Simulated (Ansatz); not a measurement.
**GeH6CI3N (CH3NH3GeI3): a band-gap study from PBEsol to G0W0 at the band limit**

Aim: a best estimate of the quasiparticle gap of GeH6CI3N (CH3NH3GeI3), with each correction and its cost laid out.

Program: Ansatz 0.2.0. Level of theory: density functionals, hybrids, G0W0, plane waves, PAW. Results are calculated unless marked as measured.

The structure was built from a prototype and need not be the compound's stable phase.

## Step 1: The starting structure

The cell holds 12 atoms: 1 C, 1 N, 6 H, 1 Ge and 3 I. Its edges and angles: a = 5.874 Å, b = 5.946 Å, c = 5.868 Å, α = 88.1°, β = 88.7°, γ = 84.4°.

The structure was relaxed with PBEsol-D3(BJ). The runs that relaxed it are not among those shown. Spin-orbit coupling is left out unless a step names it. The default PAW set here is soft_2. Its files were made with PBE.

## Step 2: PBEsol bands

The cheap functional maps the bands first; the places of the edges decide which points the dearer methods must see.

This step: DFT, PBEsol, plane waves, PAW.

File input.yaml:

```yaml
crystal:
  lattice:
    - [5.8668316077, 0.2883030652, 0.0662740025]
    - [0.2883030652, 5.9385653728, 0.0962838686]
    - [0.0662740025, 0.0962838686, 5.8672506988]
  atoms:
    - { symbol: C, position: [0.9269170889, 0.9146527793, 0.9831184323] }
    - { symbol: "N", position: [0.0781424511, 0.0960660543, 0.0098946862] }
    - { symbol: H, position: [1.0335207602, 0.7540610316, 0.9619979637] }
    - { symbol: H, position: [0.1842379779, 1.1124707428, 0.8664981039] }
    - { symbol: H, position: [0.8220526717, -0.0454106832, 0.8317094623] }
    - { symbol: H, position: [-0.0165304885, 0.2508014888, 0.0333257572] }
    - { symbol: H, position: [0.8162231621, -0.0956235813, 0.1358389744] }
    - { symbol: H, position: [0.1835625679, 1.0652022878, 0.1509816534] }
    - { symbol: Ge, position: [0.518353722, 0.5167532441, 0.5316610556] }
    - { symbol: I, position: [0.5133267614, 0.4709631545, 0.0010423275] }
    - { symbol: I, position: [0.4460134129, -0.0165903174, 0.5018875215] }
    - { symbol: I, position: [-0.0156379097, 0.475868373, 0.4917495274] }
kpoints:
  mp_grid: { grid: [4, 4, 4] }
  band_path:
    path:
      - [[0.0, 0.0, 0.0], [0.5, 0.0, 0.0], [0.5, 0.5, 0.0], [0.0, 0.0, 0.0], [0.5, 0.5, 0.5], [0.5, 0.0, 0.0]]
      - [[0.5, 0.5, 0.0], [0.5, 0.5, 0.5]]
    npoints: 10
hamiltonian:
  xc: pbesol
scf:
  occupations: { method: fermi_dirac, width: 0.02 }
  n_extra_bands: 8
output:
  eigenvalues: true
  write_density: true
  write_potential: true
  elf: true
  volumetric_format: npy
```

The run is started by

```console
$ ansatz run input.yaml --threads 3 --pin off --max-ram 92160MiB --backend cuda --events-out ev --progress --plain --runs-dir out --devices 1 --max-vram 13GiB  # rebuilt from the run's record
```

Numbers of over 12 decimals in the logs are rounded to 6 here.

The program printed:

```text
scf.n_extra_bands = 8 over 40 filled bands (N_el = 80.0): the run solves 48 bands
GPUs: using 1 of 1 available (devices: 1).
Engine: ansatz 0.2.0, x86_64-unknown-linux-gnu
Pseudopotentials: kind: paw
Pseudopotential: C, paw, valence charge 4, recommended cutoff 420 eV (normal), C.paw.azcp
Pseudopotential: N, paw, valence charge 5, recommended cutoff 420 eV (normal), N.paw.azcp
Pseudopotential: H, paw, valence charge 1, recommended cutoff 420 eV (normal), H.paw.azcp
Pseudopotential: Ge, paw, valence charge 14, recommended cutoff 420 eV (normal), Ge.paw.azcp
Pseudopotential: I, paw, valence charge 17, recommended cutoff 420 eV (normal), I.paw.azcp
Functional definition: PBEsol
  exchange = pbesol_x
  correlation = pbesol_c
device memory: the entry about to start is reckoned to put 3.7 GiB on a device that reports 44.6 GiB free (of which the cap on the GPU budget leaves the run 13.0 GiB)
GPU FFT provider: cuFFT
GPU libraries: cuBLAS 13.8.2, cuFFT 12.4.0, cuSOLVER 12.3.4
Crystal: 12 atoms, lattice volume = 203.854 Å³
Basis set: ecut = 420 eV, 3979 PW (Γ)
Bands: 48, of which v1, the nominal top of the filled ones, is band 40 counted from 1 (39 counted from 0)
Symmetry: 1 space group operations
Space group: P1 (ITA 1), of the structure as read, at distance tolerance 5.9e-5 Å
k-points: 36 of 64 (time reversal used)
Non-local potential: C, projectors of the file, l = 0: 2, l = 1: 2, l = 2: 1
Non-local potential: N, projectors of the file, l = 0: 2, l = 1: 2, l = 2: 1
Non-local potential: H, projectors of the file, l = 0: 2, l = 1: 1
Non-local potential: Ge, projectors of the file, l = 0: 2, l = 1: 2, l = 2: 3, l = 3: 1
Non-local potential: I, projectors of the file, l = 0: 2, l = 1: 2, l = 2: 2, l = 3: 2
PAW form: soft (Blöchl's): semilocal exchange-correlation on the pseudo side does not see the compensation charge
PAW frozen core: C, regenerated for the run's functional, and the local potential with it (the file was generated under x = pbe(κ = 0.804, μ = 0.219515), c = pbe(β = 0.066725))
PAW frozen core: N, regenerated for the run's functional, and the local potential with it (the file was generated under x = pbe(κ = 0.804, μ = 0.219515), c = pbe(β = 0.066725))
PAW frozen core: Ge, regenerated for the run's functional, and the local potential with it (the file was generated under x = pbe(κ = 0.804, μ = 0.219515), c = pbe(β = 0.066725))
PAW frozen core: I, regenerated for the run's functional, and the local potential with it (the file was generated under x = pbe(κ = 0.804, μ = 0.219515), c = pbe(β = 0.066725))
PAW one-centre angular grid: C, 110 points (default); XC on 64 Gauss nodes
PAW one-centre angular grid: N, 110 points (default); XC on 64 Gauss nodes
PAW one-centre angular grid: H, 110 points (default); XC on 64 Gauss nodes
PAW one-centre angular grid: Ge, 590 points (default); XC on 64 Gauss nodes
PAW one-centre angular grid: I, 590 points (default); XC on 64 Gauss nodes
Initial density: superposition of atomic densities (neutral atoms: chi_scale 0, normalization atom), corrected by the library's trained network
Initial wavefunctions: pseudopotential atomic-orbital guess
GPU buffer pool allocated for 64000 grid points (all kernels)
GPU transforms: local potential and band sums: pruned to the plane-wave sphere, on 40×40×40
Functional: x = pbesol(κ = 0.804, μ = 0.123457), c = pbesol(β = 0.046)
SCF iter   1: F=—  HF=-27273.354345 eV  |F-HF|=—  |Δ(HF+E_count)|=         —  Δρ=3.83e-3  dr2=2.35e-2  ethr=1.77e-3  ⟨swp⟩=9.4  Hψ=8034  notcnv=0  defer=2
preconditioner: auto → Resta (q_TF=auto, 2.334 Å⁻¹)  ε∞=3.3  [insulator: Δε(μ)=0.883 eV  Ē_g=10.521 eV  σ=0.020 eV  W_gap=1.00  n_scr=36 (ndim 8)  ℏωp=16.0 eV  f_vac=0.077  D(μ)=0.00/eV (n_scr^D=0)  ε∞_Penn≈3.3]
SCF iter   2: F=—  HF=-27273.347696 eV  |F-HF|=—  |Δ(HF+E_count)|=   6.65e-3  Δρ=2.08e-3  dr2=6.88e-3  ethr=2.94e-5  ⟨swp⟩=2.8  Hψ=3179  notcnv=0  defer=107
SCF iter   3: F=—  HF=-27273.347023 eV  |F-HF|=—  |Δ(HF+E_count)|=   6.73e-4  Δρ=5.41e-4  dr2=7.31e-4  ethr=8.60e-6  ⟨swp⟩=2.0  Hψ=3039  notcnv=0  defer=107
SCF iter   4: F=—  HF=-27273.346924 eV  |F-HF|=—  |Δ(HF+E_count)|=   9.90e-5  Δρ=1.95e-4  dr2=8.49e-5  ethr=9.14e-7  ⟨swp⟩=2.0  Hψ=3061  notcnv=0  defer=107
SCF iter   5: F=—  HF=-27273.347043 eV  |F-HF|=—  |Δ(HF+E_count)|=   1.19e-4  Δρ=9.71e-5  dr2=2.27e-5  ethr=1.06e-7  ⟨swp⟩=2.0  Hψ=3061  notcnv=0  defer=107
SCF iter   6: F=—  HF=-27273.347039 eV  |F-HF|=—  |Δ(HF+E_count)|=   3.54e-6  Δρ=3.42e-5  dr2=3.03e-6  ethr=2.84e-8  ⟨swp⟩=2.0  Hψ=2774  notcnv=0  defer=107
SCF iter   7: F=—  HF=-27273.347041 eV  |F-HF|=—  |Δ(HF+E_count)|=   1.45e-6  Δρ=6.33e-6  dr2=1.38e-7  ethr=3.79e-9  ⟨swp⟩=2.1  Hψ=2785  notcnv=0  defer=107
SCF iter   8: F=-27273.347041 eV  HF=-27273.347041 eV  |F-HF|=2.99e-8  |Δ(HF+E_count)|=   2.15e-7  Δρ=3.62e-6  dr2=2.65e-8  ethr=1.25e-10  ⟨swp⟩=11.1  Hψ=5842  notcnv=0
SCF 1 converged in 8 iterations: F = -27273.347041 eV  dr2 = 2.65e-8
[...]
device memory: the entry about to start is reckoned to put 2.9 GiB on a device that reports 43.9 GiB free (of which the cap on the GPU budget leaves the run 13.0 GiB)
NSCF: frozen V_eff on 62 k-points
SCF converged after 8 iterations
Free energy (F): -27273.347041 eV
Harris-Foulkes:  -27273.347041 eV  (|F-HF|=2.99e-8)
Internal energy: -27273.347041 eV  (E = F + TS)
E sigma→0 (E₀):  -27273.347041 eV
Fermi energy:    5.373810 eV
--- Per-component energies (eV) ---
  E_band       = -1469.801712
  E_kinetic    = 981.701197
  E_local      = -9876.530092  (includes V_loc(G=0)·N_el)
  E_nonlocal   = 231.496885
  E_hartree    = 4714.404748
  E_xc         = -614.626248
  E_vxc        = -651.199438  (∫ρ·V_xc dr)
  E_paw        = -16404.666066  (= ΣΔE_a)
  E_vpaw       = -1584.078706  (= ΣTr[D̂ρ^β])
  E_aug_tail   = -0.007134  (compensation charges beyond the density's cutoff)
  E_ewald      = -6307.323894
  E_core_change = 2.203562  (= ΣΔE_core)
  E_smearing   = -0.000000  (= −TS)
  E_closure    = -0.000000  (closes the sum)
  Σ components = -27273.347041   (vs F -27273.347041, Δ=0.00e0)
--- Band table (eV; the first three rows and the last of 36) ---
  k-point 0: bands = [... 36 lower, 3.2251, 3.2541, 3.3670, 3.6069, 7.9448, 8.3945, 8.9018, 9.0317, ... 4 higher]
  k-point 1: bands = [... 36 lower, 2.9923, 3.1105, 3.3855, 3.5666, 8.0843, 8.3670, 8.7039, 9.3382, ... 4 higher]
  k-point 2: bands = [... 36 lower, 3.0447, 3.2006, 3.5083, 3.8447, 6.5018, 8.3800, 9.3970, 9.7203, ... 4 higher]
  k-point 35: bands = [... 36 lower, 3.6753, 3.9062, 3.9334, 4.9340, 5.8139, 5.9053, 6.1510, 8.7074, ... 4 higher]
```

Wall time 7.9 s (1 × NVIDIA H100 80GB HBM3 (shared by 6 runs) with 3 threads of AMD EPYC 7R13 (Zen 3), shared host); peak memory 1.1 GiB.

Reading the cycles: dr2 is the Hartree energy of the density residual (eV), the measure of convergence; HF is the Harris–Foulkes estimate of the energy, which meets the free energy F at convergence.

Numbers from this step:

| Property | Result |
| --- | --- |
| filled bands | 40 |
| gap | 0.8518 eV |
| valence top at | R |
| conduction bottom at | k = (0.500, 0.500, 0.450) |
| least direct gap | 0.8799 eV |

The gap is indirect, with the least direct gap 0.03 eV higher.

The electronic bands at the labelled points (eV, zero at the top of the highest nominally filled band):

| point | band 37 | band 38 | band 39 | band 40 | band 41 | band 42 | band 43 | band 44 |
| --- | --- | --- | --- | --- | --- | --- | --- | --- |
| Γ | -1.71 | -1.68 | -1.57 | -1.33 | 3.01 | 3.46 | 3.97 | 4.10 |
| halfway | -1.84 | -1.71 | -1.61 | -1.52 | 3.22 | 3.61 | 3.79 | 4.26 |
| X | -2.07 | -1.80 | -1.61 | -0.97 | 1.70 | 3.82 | 3.94 | 4.62 |
| halfway | -1.96 | -1.77 | -1.41 | -0.83 | 1.53 | 3.05 | 4.24 | 4.41 |
| M | -2.10 | -1.97 | -0.95 | -0.53 | 1.25 | 1.62 | 4.49 | 4.60 |
| halfway | -1.86 | -1.74 | -1.47 | -1.17 | 2.83 | 3.26 | 3.63 | 4.24 |
| Γ | -1.71 | -1.68 | -1.57 | -1.33 | 3.01 | 3.46 | 3.97 | 4.10 |
| halfway | -1.86 | -1.46 | -1.31 | -1.18 | 2.69 | 2.96 | 3.31 | 3.92 |
| R | -1.26 | -1.03 | -1.00 | 0.00 | 0.88 | 0.97 | 1.22 | 3.77 |
| halfway | -1.63 | -1.42 | -1.37 | -0.78 | 1.39 | 2.84 | 3.13 | 4.26 |
| X | -2.07 | -1.80 | -1.61 | -0.97 | 1.70 | 3.82 | 3.94 | 4.62 |
| jump to M | -2.10 | -1.97 | -0.95 | -0.53 | 1.25 | 1.62 | 4.49 | 4.60 |
| halfway | -1.59 | -1.41 | -0.98 | -0.44 | 1.07 | 1.43 | 3.07 | 4.09 |
| R | -1.26 | -1.03 | -1.00 | 0.00 | 0.88 | 0.97 | 1.22 | 3.77 |

Electrostatic potential energy in the ab plane at fractional z = 0.001, with atoms of C and N and H and I within 0.2 Å of it. With pseudopotentials it is smooth inside the atoms' cores, unlike the true potential.

Ten even steps from '0' (-47 eV) to '9' (9 eV), each cell a mean:
```
4789999999999500
3899999999999500
5899999999999843
4699999999999987
6799999999999999
9999998767899999
9999986666799999
9999976898689999
9999976999679999
9999986687689999
8999998666799997
4899999888999984
3478999999999986
1027999999999997
1016999999999987
4248999999999855
```
Columns run along a (5.9 Å; values clipped at the 3rd and 97th percentile), rows up along b (5.9 Å). Atoms in or near the plane, at fractional coordinates: C at (0.93, 0.91), N at (0.08, 0.10), H at (0.98, 0.25), I at (0.51, 0.47).

Valence density in the ab plane at fractional z = 0.001, with atoms of C and N and H and I within 0.2 Å of it. It is the smooth field of the valence electrons, not physical close to the nuclei.

Ten steps, logarithmic in the rise over the least value, from '0' (0 e/Å³) to '9' (17 e/Å³), each cell a mean:
```
4321000000012455
4310000000002455
4310000000001245
4310000000000123
3210001111100012
1100012333210000
0000123565320000
0000135898421000
0000135898531000
0000124687421000
2100012344321011
4310001222110013
5532000011000014
6653100000000014
6664100000000124
5553100000001334
```
Columns run along a (5.9 Å), rows up along b (5.9 Å). Atoms in or near the plane, at fractional coordinates: C at (0.93, 0.91), N at (0.08, 0.10), H at (0.98, 0.25), I at (0.51, 0.47).

## Step 3: PBEsol+SOC

Spin-orbit coupling can split or shift the edges; a non-collinear run measures by how much.

This step: DFT, PBEsol with spin-orbit coupling, plane waves, PAW.

Edit input.yaml of step 2 so:

```diff
@@ -22,5 +22,8 @@
     path:
-      - [[0.0, 0.0, 0.0], [0.5, 0.0, 0.0], [0.5, 0.5, 0.0], [0.0, 0.0, 0.0], [0.5, 0.5, 0.5], [0.5, 0.0, 0.0]]
-      - [[0.5, 0.5, 0.0], [0.5, 0.5, 0.5]]
-    npoints: 10
+      - [0.0, 0.0, 0.0]
+      - [0.5, 0.0, 0.0]
+      - [0.5, 0.5, 0.0]
+      - [0.5, 0.5, 0.5]
+      - [0.5, 0.5, 0.45]
+    npoints: 1
 hamiltonian:
@@ -29,8 +32,7 @@
   occupations: { method: fermi_dirac, width: 0.02 }
-  n_extra_bands: 8
+  n_extra_bands: 16
+magnetization:
+  noncollinear: true
+  spin_orbit: true
 output:
   eigenvalues: true
-  write_density: true
-  write_potential: true
-  elf: true
-  volumetric_format: npy
```

The program printed:

```text
[...]
GPUs: using 1 of 1 available (devices: 1).
[...]
non-collinear run that drives no moment, with spin-orbit: no starting moment large enough to seed its density (crystal.atoms[].spin), no starting occupations that ask for one, no magnetisation constraint and no magnetic field, so the semilocal B_xc is pinned to zero
[...]
GPU FFT provider: cuFFT
[...]
k-point 0: bands = [... 76 lower, 3.5987, 3.5987, 3.8241, 3.8241, 7.9445, 7.9445, 8.3985, 8.3985, ... 12 higher]
  k-point 1: bands = [... 76 lower, 3.4473, 3.5533, 3.7585, 3.7680, 8.0425, 8.1392, 8.3586, 8.3884, ... 12 higher]
  k-point 2: bands = [... 76 lower, 3.6460, 3.6460, 3.9492, 3.9492, 6.5204, 6.5204, 8.3870, 8.3870, ... 12 higher]
  k-point 35: bands = [... 76 lower, 4.1496, 4.1496, 5.0432, 5.0432, 5.8074, 5.8074, 5.9458, 5.9458, ... 12 higher]
[key lines of the parts left out:]
SCF converged after 10 iterations
Magnetization: |M| = 0.0000 μB,  M = (+0.0000, +0.0000, +0.0000) μB
Free energy (F): -27282.360085 eV
Fermi energy:    5.425303 eV
```

Elapsed: 17 s, on 1 × NVIDIA H100 80GB HBM3 (shared by 6 runs) with 3 threads; peak memory 1.1 GiB; 24 s of CPU time.

This step gave:

```
gap                  : 0.7102 eV
valence top at       : R
conduction bottom at : k = (0.500, 0.500, 0.450)
least direct gap     : 0.7567 eV
```

The gap stands −0.14 eV against PBEsol.

## Step 4: HSE06

HSE06 mixes in a quarter of exact exchange at short range. Exchange couples all pairs of k points, which makes a full band path dear, so levels are read on the mesh and at chosen points.

This step: DFT, HSE06, plane waves, PAW.

Edit input.yaml of step 3 so:

```diff
@@ -29,9 +29,6 @@
 hamiltonian:
-  xc: pbesol
+  xc: hse06
 scf:
-  occupations: { method: fermi_dirac, width: 0.02 }
-  n_extra_bands: 16
-magnetization:
-  noncollinear: true
-  spin_orbit: true
+  occupations: { method: fixed }
+  n_extra_bands: 8
 output:
```

The program printed:

```text
[...]
GPUs: using 1 of 1 available (devices: 1).
[...]
davidson cushion auto → on  (no smearing: the cushion is to keep the highest requested band from converging to the state above it; pin scf.eigensolver.cushion to override)
[...]
GPU FFT provider: cuFFT
GPU libraries: cuBLAS 13.8.2, cuFFT 12.4.0, cuSOLVER 12.3.4
Crystal: 12 atoms, lattice volume = 203.854 Å³
Basis set: ecut = 420 eV, 3979 PW (Γ)
[...]
E sigma→0 (E₀):  -27582.563620 eV
Fermi energy:    4.845953 eV
[...]
--- Band table (eV; the first three rows and the last of 36) ---
  k-point 0: bands = [... 36 lower, 2.6330, 2.6592, 2.7943, 3.0504, 8.4677, 8.9676, 9.4195, 9.5552, ... 4 higher]
  k-point 1: bands = [... 36 lower, 2.3894, 2.5243, 2.8537, 3.0091, 8.5628, 8.8605, 9.3225, 9.9053, ... 4 higher]
  k-point 2: bands = [... 36 lower, 2.4199, 2.5834, 2.9484, 3.4864, 6.8523, 8.8736, 9.9870, 10.3554, ... 4 higher]
  k-point 35: bands = [... 36 lower, 3.1048, 3.3511, 3.3715, 4.8460, 6.0695, 6.2293, 6.4942, 9.2824, ... 4 higher]
[key lines of the parts left out:]
Free energy (F): -27582.563620 eV
```

Run time: 66 s. Hardware: 1 × NVIDIA H100 80GB HBM3 (shared by 6 runs) with 3 threads; peak memory 2 GiB.

This step gave:

```
gap                  : 1.224 eV
valence top at       : R
conduction bottom at : R
least direct gap     : 1.224 eV
```

The gap stands +0.37 eV against PBEsol.

(Part 1 of 2 ends here.)

[Paths, hosts, dates, memory and timing lines, banners, echoed tables and standing remarks are left out of the program output.]

[Logs are printed without paths, hosts, clocks, repeated set-up lines and the standing remarks that a program may print on its own settings, such as how far it seeks lower states.]

[Runs of the session that timed out or met a known fault of the program may be left out.]

[Cells called generated may have been cut or substituted from an entry of the Crystallography Open Database or the Materials Project.]

[Hosts, paths, dates, database ids (printed as entryN), source tags and the programs' standing remarks are cut or masked in the printed files.]
